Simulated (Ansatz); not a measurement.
## KBr (Fm-3m): a many-body input that goes wrong, and its mend

A first try at the G0W0 gap of KBr (Fm-3m), what the program said, and an input that works.

Calculated with Ansatz 0.2.0; G0W0 on PBE, plane waves, PAW.

## Step 1: The structure

It takes space group Fm-3m (No. 225, cubic). Conventional cell: a = 6.600 Å, b = 6.600 Å, c = 6.600 Å, α = 90.00°, β = 90.00°, γ = 90.00°. Nearest to K lie 6 Br at 3.30 Å. Br has 6 K at 3.30 Å nearest. Farther neighbours and most contacts between anions are not listed.

Coordinates:

```cif
data_structure
_symmetry_space_group_name_H-M 'Fm-3m'
_symmetry_Int_Tables_number 225
_cell_length_a 6.6000
_cell_length_b 6.6000
_cell_length_c 6.6000
_cell_angle_alpha 90.000
_cell_angle_beta 90.000
_cell_angle_gamma 90.000
_cell_volume 287.50
loop_
_atom_site_label
_atom_site_type_symbol
_atom_site_symmetry_multiplicity
_atom_site_Wyckoff_symbol
_atom_site_fract_x
_atom_site_fract_y
_atom_site_fract_z
_atom_site_occupancy
K1 K 4 a 0.00000 0.00000 0.00000 1
Br1 Br 4 b 0.50000 0.00000 0.00000 1
```

The cell and positions come from the Crystallography Open Database and are kept as given unless a step says otherwise. The default PAW set here is soft_2. Its files were made with PBE.

## Step 2: First try

input.yaml

```yaml
crystal:
  lattice:
    - [0.0, 3.3, 3.3]
    - [3.3, 0.0, 3.3]
    - [3.3, 3.3, 0.0]
  atoms:
    - { symbol: K, position: [0.0, 0.0, 0.0] }
    - { symbol: Br, position: [0.5, 0.5, 0.5] }
kpoints:
  mp_grid: { grid: [4, 4, 4] }
hamiltonian:
  xc: pbe
scf:
  occupations: { method: fixed }
gw:
  n_empty_bands: 75
  ecut_chi: 3000
  qp_bands: [v2, c2]
  qp_kpoints: band_edges
  screening: { model: contour_deformation }
  ecutfock_ratio: 1
```

Started as:

```bash
$ ansatz run input.yaml --threads 3 --pin off --max-ram 92160MiB --backend cpu --events-out ev --progress --plain --runs-dir out
```

Numbers of over 12 decimals in the logs are rounded to 6 here.

The log of the run:

```text
Error: inconsistent input (gw.ecut_chi, gw.ecutfock_ratio, basis.ecutwfc): ecut_chi = 3000.000 eV exceeds the pair-density box cutoff, ecutfock_ratio times the 420.000 eV up to which the run holds plane waves, 420.000 eV; raise gw.ecutfock_ratio or lower gw.ecut_chi
```

Wall time 0.09 s (3 threads of AMD EPYC 7R13 (Zen 3), shared host); peak memory 0.079 GiB.

Q: What is the fault?

The input was rejected at the start.

The program's message: “Error: inconsistent input (gw.ecut_chi, gw.ecutfock_ratio, basis.ecutwfc): ecut_chi = 3000.000 eV exceeds the pair-density box cutoff, ecutfock_ratio times the 420.000 eV up to which the run holds pla …”

The fault: screening cutoff above the basis. The screening basis can't pass the cutoff that the input grants to pair densities.

## Step 3: A better input

G0W0 replaces the xc potential by the self-energy, built once from these orbitals. Only a window of levels is corrected, while the sums run over the empty bands that the input names.

Changes to input.yaml since step 2:

```diff
@@ -16,3 +16,3 @@
   n_empty_bands: 75
-  ecut_chi: 3000
+  ecut_chi: 60
   qp_bands: [v2, c2]
@@ -20,2 +20 @@
   screening: { model: contour_deformation }
-  ecutfock_ratio: 1
```

Started as:

```bash
$ ansatz run input.yaml --threads 3 --pin off --max-ram 92160MiB --backend cuda --events-out ev --progress --plain --runs-dir out --devices 1 --max-vram 13GiB
```

The log of the run:

```text
GPUs: using 1 of 1 available (devices: 1).
[...]
device memory: the entry about to start is reckoned to put 0.9 GiB on a device that reports 45.5 GiB free (of which the cap on the GPU budget leaves the run 13.0 GiB)
GPU FFT provider: cuFFT
GPU libraries: cuBLAS 13.8.2, cuFFT 12.4.0, cuSOLVER 12.3.4
Crystal: 2 atoms, lattice volume = 71.874 Å³
Basis set: ecut = 420 eV, 1411 PW (Γ)
Bands: 12, of which v1, the nominal top of the filled ones, is band 8 counted from 1 (7 counted from 0)
Symmetry: 48 space group operations
[...]
k-points: 8 of 64
[...]
GPU buffer pool allocated for 32768 grid points (all kernels)
GPU transforms: local potential and band sums: pruned to the plane-wave sphere, on 32×32×32
[...]
SCF iter   1: F=—  HF=-4324.496265 eV  |F-HF|=—  |Δ(HF+E_count)|=         —  Δρ=1.75e-4  dr2=1.22e-5  ethr=1.77e-3  ⟨swp⟩=5.2  Hψ=526  notcnv=0  defer=13
[...]
0     7      1.0698   -19.4660     2.3553   -15.5675  0.8083    -0.5046    -0.4733  root
     0     8      1.0698   -19.4660     2.3553   -15.5675  0.8083    -0.5046    -0.4733  root
     0     9      5.5050    -4.2690    -2.9119    -7.8620  0.8604     6.1899     6.1861  root
     0    10      8.6736    -4.0613    -3.2258    -8.7418  0.8508    10.1513    10.1283  root
     1     7      0.8962   -19.1441     2.3672   -15.2047  0.8072    -0.7094    -0.6760  root
     1     8      0.8962   -19.1441     2.3672   -15.2047  0.8072    -0.7094    -0.6760  root
     1     9      6.7570    -4.8953    -2.9466    -8.6363  0.8538     7.5571     7.5513  root
     1    10      8.5566    -4.2302    -3.1499    -8.5939  0.8473     9.7871     9.7704  root
[...]
7     7      0.4832   -18.6170     2.4312   -14.5097  0.8055    -1.2339    -1.1929  root
     7     8      0.5329   -18.5711     2.4059   -14.5149  0.8047    -1.1571    -1.1174  root
     7     9      8.4558    -4.2249    -3.1030    -8.4629  0.8469     9.6053     9.5908  root
     7    10      8.4558    -4.2249    -3.1030    -8.4629  0.8469     9.6053     9.5908  root
[key lines of the parts left out:]
SCF converged after 6 iterations
Free energy (F): -4324.496178 eV
Fermi energy:    1.069751 eV
```

Wall time 7.4 s (1 × NVIDIA H100 80GB HBM3 (shared by 6 runs) with 3 threads); peak memory 0.98 GiB.

Numbers from this step:

- bands summed: 83
- RPA ε∞ on this mesh (eigenvalues): 2.372, 2.372, 2.372
- plane waves in the screening matrix: 65
- q-points in the mesh: 64
- G0W0 gap on the mesh: 6.659 eV
- k of the valence top: 0, 0, 0
- k of the conduction bottom: 0, 0, 0
- starting gap on the mesh: 4.435 eV
- Z at the valence top: 0.8083
- Z at the conduction bottom: 0.8604
- least direct G0W0 gap on the computed points: 6.659 eV

The gap on the mesh goes from 4.44 eV to 6.66 eV, a correction of +2.22 eV. Between the two edge states, bare exchange in place of the xc potential would open the gap by 7.49 eV, and correlation takes back 5.27 eV.

## Step 4: Outcome

| Quantity | Value |
| --- | --- |
| first try | refused after 0.09 s |
| better run | G0W0 gap on the mesh 6.66 eV (4×4×4 mesh, 75 empty bands, screening to 60 eV) |

What this shows: The second run differs in: screening cutoff (eV) and ecutfock ratio. Bands and cutoff are finite, so the gap is not at the basis limit. The miss can reach some tenths of an eV and take either sign; the mesh is an error of its own. The many-body steps are scalar-relativistic: spin-orbit coupling is not in them.

[Paths, hosts, dates, memory and timing lines, banners, echoed tables and standing remarks are left out of the program output.]

[Logs are printed without paths, hosts, clocks, repeated set-up lines and the standing remarks that a program may print on its own settings, such as how far it seeks lower states.]

[Runs of the session that timed out or met a known fault of the program may be left out.]

[Cells called generated may have been cut or substituted from an entry of the Crystallography Open Database or the Materials Project.]

[No measured gap is set beside runs whose start may be inverted or whose files or cutoffs have a known fault.]

[Hosts, paths, dates, database ids (printed as entryN), source tags and the programs' standing remarks are cut or masked in the printed files.]
